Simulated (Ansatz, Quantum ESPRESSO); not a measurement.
# Ru (P6_3/mmc): electron–phonon coupling with Quantum ESPRESSO, part 3 of 4

Each step names its level of theory.

So far, highest frequency, solved or plainly interpolated (cm⁻¹): step 4 (phonons and couplings with ph.x: Fermi–Dirac smearing of …) 256. The relaxed cell has a = 2.720, c = 4.297 Å (conventional setting).

## Step 5: Second program, ground state

ph.x needs a tightly converged ground state on the same k mesh; the cell is that of the step before.

This step: DFT PBE, scalar-relativistic, plane waves, PseudoDojo norm-conserving pseudopotentials (Quantum ESPRESSO 7.5).

pw.in

```
 &control
    calculation='scf',
    prefix='x',
    outdir='./tmp',
    pseudo_dir='./pseudo',
    tprnfor=.true.,
    tstress=.true.,
 /
 &system
    ibrav=4,
    celldm(1)=5.13931425,
    celldm(3)=1.57982675,
    nat=2,
    ntyp=1,
    ecutwfc=84.0,
    ecutrho=336.0,
    occupations='smearing',
    smearing='fd',
    degauss=0.00734986,
    nbnd=26,
 /
 &electrons
    conv_thr=1.0d-11,
    mixing_beta=0.5,
 /
ATOMIC_SPECIES
 Ru    101.0700  Ru.upf
ATOMIC_POSITIONS crystal
 Ru     0.333333333   0.666666667   0.250000000
 Ru     0.666666667   0.333333333   0.750000000
K_POINTS automatic
 10 10 6 0 0 0
```

On the command line:

```
$ OMP_NUM_THREADS=1 mpirun -n 4 pw.x -nk 4 -in pw.in > pw.x.log
```

Log:

```text
[banner, memory and clock lines left out]
Program PWSCF v.7.5

     G-vector sticks info

     bravais-lattice index     =            4
     lattice parameter (alat)  =       5.1393  a.u.
     unit-cell volume          =     185.7187 (a.u.)^3
     number of atoms/cell      =            2
     number of atomic types    =            1
     number of electrons       =        32.00
     number of Kohn-Sham states=           26
     kinetic-energy cutoff     =      84.0000  Ry
     charge density cutoff     =     336.0000  Ry
     scf convergence threshold =      1.0E-11
     mixing beta               =       0.5000
     number of iterations used =            8  plain     mixing
     Exchange-correlation= PBE
                           (   1   4   3   4   0   0   0)

     celldm(1)=   5.139314  celldm(2)=   0.000000  celldm(3)=   1.579827
     celldm(4)=   0.000000  celldm(5)=   0.000000  celldm(6)=   0.000000

     crystal axes: (cart. coord. in units of alat)
               a(1) = (   1.000000   0.000000   0.000000 )
               a(2) = (  -0.500000   0.866025   0.000000 )
               a(3) = (   0.000000   0.000000   1.579827 )

     reciprocal axes: (cart. coord. in units 2 pi/alat)
               b(1) = (  1.000000  0.577350 -0.000000 )
               b(2) = (  0.000000  1.154701  0.000000 )
               b(3) = (  0.000000 -0.000000  0.632981 )

     PseudoPot. # 1 for Ru read from file:
     ./pseudo/Ru.upf
     Pseudo is Norm-conserving + core correction, Zval = 16.0
     Using radial grid of 1584 points,  6 beta functions with:
                l(1) =   0
                l(2) =   0
                l(3) =   1
                l(4) =   1
                l(5) =   2
                l(6) =   2

     atomic species   valence    mass     pseudopotential
     Ru               16.00   101.07000     Ru( 1.00)

     24 Sym. Ops., with inversion, found (12 have fractional translation)

   Cartesian axes

     site n.     atom                  positions (alat units)
         1        Ru     tau(   1) = (  -0.0000000   0.5773503   0.3949567  )
         2        Ru     tau(   2) = (   0.5000000   0.2886751   1.1848701  )

     number of k points=    56  Fermi-Dirac smearing, width (Ry)=  0.0073
                       cart. coord. in units 2pi/alat
        k(    1) = (   0.0000000   0.0000000   0.0000000), wk =   0.0033333
        k(    2) = (   0.0000000   0.0000000   0.1054968), wk =   0.0066667
        k(    3) = (   0.0000000   0.0000000   0.2109936), wk =   0.0066667
        k(    4) = (   0.0000000   0.0000000  -0.3164904), wk =   0.0033333
        k(    5) = (   0.0000000   0.1154701   0.0000000), wk =   0.0200000
        k(    6) = (   0.0000000   0.1154701   0.1054968), wk =   0.0400000
        k(    7) = (   0.0000000   0.1154701   0.2109936), wk =   0.0400000
        k(    8) = (   0.0000000   0.1154701  -0.3164904), wk =   0.0200000
        k(    9) = (   0.0000000   0.2309401   0.0000000), wk =   0.0200000
        k(   10) = (   0.0000000   0.2309401   0.1054968), wk =   0.0400000
        k(   11) = (   0.0000000   0.2309401   0.2109936), wk =   0.0400000
        k(   12) = (   0.0000000   0.2309401  -0.3164904), wk =   0.0200000
        k(   13) = (   0.0000000   0.3464102   0.0000000), wk =   0.0200000
        k(   14) = (   0.0000000   0.3464102   0.1054968), wk =   0.0400000
        k(   15) = (   0.0000000   0.3464102   0.2109936), wk =   0.0400000
        k(   16) = (   0.0000000   0.3464102  -0.3164904), wk =   0.0200000
[...]
k(   49) = (   0.2000000   0.5773503   0.0000000), wk =   0.0200000
        k(   50) = (   0.2000000   0.5773503   0.1054968), wk =   0.0400000
        k(   51) = (   0.2000000   0.5773503   0.2109936), wk =   0.0400000
        k(   52) = (   0.2000000   0.5773503  -0.3164904), wk =   0.0200000
        k(   53) = (   0.3000000   0.5196152   0.0000000), wk =   0.0200000
        k(   54) = (   0.3000000   0.5196152   0.1054968), wk =   0.0400000
        k(   55) = (   0.3000000   0.5196152   0.2109936), wk =   0.0400000
        k(   56) = (   0.3000000   0.5196152  -0.3164904), wk =   0.0200000

     Dense  grid:    19217 G-vectors     FFT dimensions: (  30,  30,  48)

     Initial potential from superposition of free atoms

     starting charge      31.9985, renormalised to      32.0000
     Starting wfcs are   20 randomized atomic wfcs +    6 random wfcs

     per-process dynamical memory:    28.0 Mb

     Self-consistent Calculation

     iteration #  1     ecut=    84.00 Ry     beta= 0.50
     Davidson diagonalization with overlap
     ethr =  1.00E-02,  avg # of iterations =  4.0

     Threshold (ethr) on eigenvalues was too large:
     Diagonalizing with lowered threshold

     Davidson diagonalization with overlap
     ethr =  8.59E-04,  avg # of iterations =  1.1

     total energy              =    -404.26251419 Ry
     estimated scf accuracy    <       0.27839910 Ry

     iteration #  2     ecut=    84.00 Ry     beta= 0.50
     Davidson diagonalization with overlap
     ethr =  8.70E-04,  avg # of iterations =  2.1

     total energy              =    -404.32435487 Ry
     estimated scf accuracy    <       0.00789528 Ry

     iteration #  3     ecut=    84.00 Ry     beta= 0.50
     Davidson diagonalization with overlap
     ethr =  2.47E-05,  avg # of iterations =  3.0

     total energy              =    -404.32526033 Ry
     estimated scf accuracy    <       0.00113963 Ry

     iteration #  4     ecut=    84.00 Ry     beta= 0.50
     Davidson diagonalization with overlap
     ethr =  3.56E-06,  avg # of iterations =  2.5

     total energy              =    -404.32532965 Ry
     estimated scf accuracy    <       0.00002554 Ry

     iteration #  5     ecut=    84.00 Ry     beta= 0.50
     Davidson diagonalization with overlap
     ethr =  7.98E-08,  avg # of iterations =  2.1

     total energy              =    -404.32533414 Ry
     estimated scf accuracy    <       0.00000127 Ry

     iteration #  6     ecut=    84.00 Ry     beta= 0.50
     Davidson diagonalization with overlap
     ethr =  3.96E-09,  avg # of iterations =  2.0

     total energy              =    -404.32533440 Ry
     estimated scf accuracy    <       0.00000011 Ry

     iteration #  7     ecut=    84.00 Ry     beta= 0.50
     Davidson diagonalization with overlap
     ethr =  3.43E-10,  avg # of iterations =  1.0

     total energy              =    -404.32533441 Ry
     estimated scf accuracy    <       0.00000001 Ry

     iteration #  8     ecut=    84.00 Ry     beta= 0.50
     Davidson diagonalization with overlap
     ethr =  4.25E-11,  avg # of iterations =  2.0

     total energy              =    -404.32533441 Ry
     estimated scf accuracy    <          1.6E-09 Ry

     iteration #  9     ecut=    84.00 Ry     beta= 0.50
     Davidson diagonalization with overlap
     ethr =  4.85E-12,  avg # of iterations =  1.6

     total energy              =    -404.32533441 Ry
     estimated scf accuracy    <          3.5E-11 Ry

     iteration # 10     ecut=    84.00 Ry     beta= 0.50
     Davidson diagonalization with overlap
     ethr =  1.10E-13,  avg # of iterations =  2.0

     End of self-consistent calculation

          k = 0.0000 0.0000 0.0000 (  2429 PWs)   bands (ev):

   -49.8097 -49.6152 -20.2791 -19.3822 -19.3822 -19.2173 -19.2173 -19.1791
    15.4009  17.2084  20.7682  20.7682  20.9536  21.4391  21.4391  21.9409
    21.9409  24.4778  24.4778  24.6031  33.4843  38.3784  40.9910  41.5530
    46.0385  46.0386

          k = 0.0000 0.0000 0.1055 (  2418 PWs)   bands (ev):

   -49.7968 -49.6284 -20.2085 -19.3712 -19.3712 -19.2562 -19.2285 -19.2285
    15.7044  17.3052  20.6163  20.6163  20.8074  21.2668  21.2668  22.3304
    22.3304  23.6501  24.4834  24.4834  34.7615  37.9024  40.7552  42.0153
    44.5059  44.5059

          k = 0.0000 0.0000 0.2110 (  2424 PWs)   bands (ev):

   -49.7616 -49.6644 -20.0136 -19.4641 -19.3412 -19.3412 -19.2588 -19.2588
    16.5039  17.4871  20.4947  20.4947  20.5201  20.9055  20.9055  21.8773
    23.0973  23.0973  24.3351  24.3351  37.3794  37.5934  39.5963  42.9365
    43.8536  43.8536

          k = 0.0000 0.0000-0.3165 (  2424 PWs)   bands (ev):

   -49.7132 -49.7132 -19.7420 -19.7420 -19.3001 -19.3001 -19.3001 -19.3001
    17.3210  17.3210  20.6001  20.6001  20.6001  20.6001  20.6502  20.6502
    23.8483  23.8483  23.8483  23.8483  37.9100  37.9100  41.1713  41.1713
    44.3826  44.3826

          k = 0.0000 0.1155 0.0000 (  2407 PWs)   bands (ev):

   -49.7962 -49.6100 -20.2467 -19.4499 -19.4050 -19.2876 -19.2267 -19.1944
    15.7597  17.4758  20.2628  21.0618  21.2580  21.4269  21.5412  21.7085
    21.7288  22.7736  24.6064  26.8497  33.4294  38.9334  41.3799  41.9658
    44.0203  44.3317

          k = 0.0000 0.1155 0.1055 (  2418 PWs)   bands (ev):

   -49.7839 -49.6227 -20.1821 -19.4361 -19.3932 -19.3364 -19.2388 -19.2296
[...]
43.2079  43.8937

          k = 0.0000 0.1155 0.2110 (  2427 PWs)   bands (ev):

[...]
43.4494  43.7064

          k = 0.0000 0.1155-0.3165 (  2434 PWs)   bands (ev):

[...]
43.5373  43.5374

          k = 0.0000 0.2309 0.0000 (  2435 PWs)   bands (ev):

[...]
42.0366  42.6708

          k = 0.0000 0.2309 0.1055 (  2428 PWs)   bands (ev):

[...]
41.9847  43.5727

          k = 0.0000 0.2309 0.2110 (  2428 PWs)   bands (ev):

[...]
42.8225  43.5098

          k = 0.0000 0.2309-0.3165 (  2428 PWs)   bands (ev):

[...]
43.1773  43.1773

          k = 0.0000 0.3464 0.0000 (  2429 PWs)   bands (ev):

[...]
42.7535  42.8520

          k = 0.0000 0.3464 0.1055 (  2421 PWs)   bands (ev):

[...]
41.6693  43.7529

          k = 0.0000 0.3464 0.2110 (  2428 PWs)   bands (ev):

[...]
41.3366  43.3047

          k = 0.0000 0.3464-0.3165 (  2428 PWs)   bands (ev):

[...]
43.1400  43.1401

          k = 0.0000 0.4619 0.0000 (  2413 PWs)   bands (ev):

[...]
k = 0.0000 0.4619 0.1055 (  2403 PWs)   bands (ev):

[...]
k = 0.0000 0.4619 0.2110 (  2422 PWs)   bands (ev):

[...]
k = 0.0000 0.4619-0.3165 (  2422 PWs)   bands (ev):

[...]
k = 0.0000-0.5774 0.0000 (  2396 PWs)   bands (ev):

[...]
k = 0.0000-0.5774 0.1055 (  2398 PWs)   bands (ev):

[...]
k = 0.0000-0.5774 0.2110 (  2404 PWs)   bands (ev):

[...]
k = 0.0000-0.5774-0.3165 (  2392 PWs)   bands (ev):

[...]
k = 0.1000 0.1732 0.0000 (  2417 PWs)   bands (ev):

[...]
k = 0.1000 0.1732-0.3165 (  2442 PWs)   bands (ev):

[...]
k = 0.1000 0.2887-0.3165 (  2424 PWs)   bands (ev):

[...]
k = 0.1000 0.4041-0.3165 (  2420 PWs)   bands (ev):

[...]
k = 0.1000 0.5196-0.3165 (  2404 PWs)   bands (ev):

[...]
k = 0.2000 0.3464-0.3165 (  2414 PWs)   bands (ev):

[...]
k = 0.2000 0.4619 0.1055 (  2404 PWs)   bands (ev):

[...]
k = 0.2000 0.4619 0.2110 (  2402 PWs)   bands (ev):

[...]
k = 0.2000 0.4619-0.3165 (  2408 PWs)   bands (ev):

[...]
k = 0.2000 0.5774 0.0000 (  2398 PWs)   bands (ev):

[...]
38.7667  40.5418

          k = 0.2000 0.5774 0.1055 (  2409 PWs)   bands (ev):

[...]
40.0975  40.2802

          k = 0.2000 0.5774 0.2110 (  2401 PWs)   bands (ev):

[...]
40.9761  41.5946

          k = 0.2000 0.5774-0.3165 (  2396 PWs)   bands (ev):

[...]
41.8365  41.8365

          k = 0.3000 0.5196 0.0000 (  2420 PWs)   bands (ev):

[...]
39.4751  39.7919

          k = 0.3000 0.5196 0.1055 (  2414 PWs)   bands (ev):

[...]
18.0291  18.8469  19.0503  19.4763  20.6417  20.6423  22.0948  23.9841
    24.1773  24.7465  29.3227  31.1368  31.9566  35.2357  37.2726  37.8136
    39.5134  41.3073

          k = 0.3000 0.5196 0.2110 (  2392 PWs)   bands (ev):

   -49.6092 -49.5969 -20.0308 -20.0114 -19.8352 -19.6794 -19.4371 -19.3865
    18.3503  18.6762  19.2109  19.4250  20.4798  20.8445  21.9985  22.9244
    24.2850  24.8039  29.9456  31.2550  33.2350  34.3353  36.0493  36.1861
    41.3323  43.2942

          k = 0.3000 0.5196-0.3165 (  2394 PWs)   bands (ev):

   -49.6030 -49.6030 -20.0571 -20.0571 -19.7620 -19.7620 -19.3692 -19.3692
    18.5234  18.5234  19.4393  19.4393  20.6238  20.6238  22.1563  22.1563
    24.6084  24.6084  30.7158  30.7158  34.6129  34.6129  34.9198  34.9198
    43.0245  43.0245

     the Fermi energy is    23.3218 ev

!    total energy              =    -404.32533441 Ry
     estimated scf accuracy    <          2.5E-12 Ry
     smearing contrib. (-TS)   =      -0.00473858 Ry
     internal energy E=F+TS    =    -404.32059583 Ry

     The total energy is F=E-TS. E is the sum of the following terms:
     one-electron contribution =     -66.96295867 Ry
     hartree contribution      =      57.40507574 Ry
     xc contribution           =     -68.26525577 Ry
     ewald contribution        =    -326.49745713 Ry

     convergence has been achieved in  10 iterations

     Forces acting on atoms (cartesian axes, Ry/au):

     atom    1 type  1   force =     0.00000000    0.00000000    0.00000000
     atom    2 type  1   force =     0.00000000   -0.00000000    0.00000000

     Total force =     0.000000     Total SCF correction =     0.000000

     Computing stress (Cartesian axis) and pressure

          total   stress  (Ry/bohr**3)                   (kbar)     P=       10.17
   0.00012724   0.00000000   0.00000000           18.72        0.00        0.00
   0.00000000   0.00012724   0.00000000            0.00       18.72        0.00
   0.00000000   0.00000000  -0.00004701            0.00        0.00       -6.92

     XML data file, charge density, pseudopotentials, collected wavefunctions
```

Elapsed: 11 s, on 4 MPI ranks of Arm Neoverse V2, shared host; 42 s of CPU time.

This step gave:

```yaml
pressure: 1.017 GPa
```

With these potentials, mesh and smearing the cell is at 1.0 GPa.

(Part 3 of 4 ends here.)

[Logs are printed without paths, hosts, clocks, repeated set-up lines and the standing remarks that a program may print on its own settings, such as how far it seeks lower states.]

[Hosts, paths, dates, database ids (printed as entryN), source tags and the programs' standing remarks are cut or masked in the printed files.]
